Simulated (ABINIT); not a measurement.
Records of electronic-structure calculations.

Quasiparticle gap of AgCl (Fm-3m) in ABINIT. Symmetry: Fm-3m, No. 225, cubic system. Conventional cell: a = 5.545 Å, b = 5.545 Å, c = 5.545 Å, α = 90.00°, β = 90.00°, γ = 90.00°. Nearest to Ag lie 6 Cl at 2.77 Å. Nearest to Cl lie 6 Ag at 2.77 Å. Farther neighbours, and contacts between anions beyond the nearest, are not listed. The calculation used RPA screening on PBE, plane waves, norm-conserving pseudopotentials (and 2 further levels or steps) in ABINIT 10.8.3, with cutoff 37 Ha, PseudoDojo scalar-relativistic 0.4.1 standard, norm-conserving, ngkpt (4, 4, 4), nband 82, ecuteps 5 Ha, inclvkb 2, shiftk (0, 0, 0), symchi 1, awtr 1, frequency ppm, 4×4×4 k-mesh. The PBE gap is 0.91 eV, indirect, the G0W0 gap on the mesh is 2.09 eV and the GW settings are 4×4×4 mesh, 82 bands, screening to 136.1 eV, Godby-Needs plasmon pole. The known limits are short of the basis limit; d shell near the gap, gap tends to lie low; no spin-orbit coupling; coarse k mesh. It took 5 runs, 61 s in all on 8 MPI ranks of Arm Neoverse V1, shared host. G0W0 moves the gap on the mesh from 0.91 eV to 2.09 eV (+1.18 eV), with Z of 0.80 and 0.83 at the edges. Local fields lower the RPA ε∞ on this mesh from 5.73 to 5.28; a Γ-centred mesh this coarse tends to raise both, most where the direct gap is narrow, while a short band sum lowers them. The cell and positions are those that the Materials Project relaxed with its own functionals (PBE, PBE+U or r2SCAN), kept fixed. Limits: d shell near the gap, gap tends to lie low; no spin-orbit coupling. The 4×4×4 mesh is coarse for this cell, which bears on the long-range parts of exchange and screening.

[Paths, hosts, dates, memory and timing lines, banners, echoed tables and standing remarks are left out of the program output; an Ansatz launch command may be rebuilt from the run's recorded settings. Measured values are a selection of at most five: reports struck by readers or far from the other reports are left out. None is set beside runs whose start may be inverted or whose files or cutoffs have a known fault.]

[Runs of the session that timed out or met a known fault of the program may be left out.]

[Hosts, paths, dates, database ids (printed as entryN), source tags and the programs' standing remarks are cut or masked in the printed files.]

[G0W0 gaps are taken among the corrected bands and points alone; a level outside them can change the order at an edge.]

[Where Ansatz stands beside ABINIT at settings called matched, ABINIT's density can come from a denser mesh and the files from another edition; pairs whose starting gaps differed by over 0.03 eV were left out, so agreement reads better than it is.]
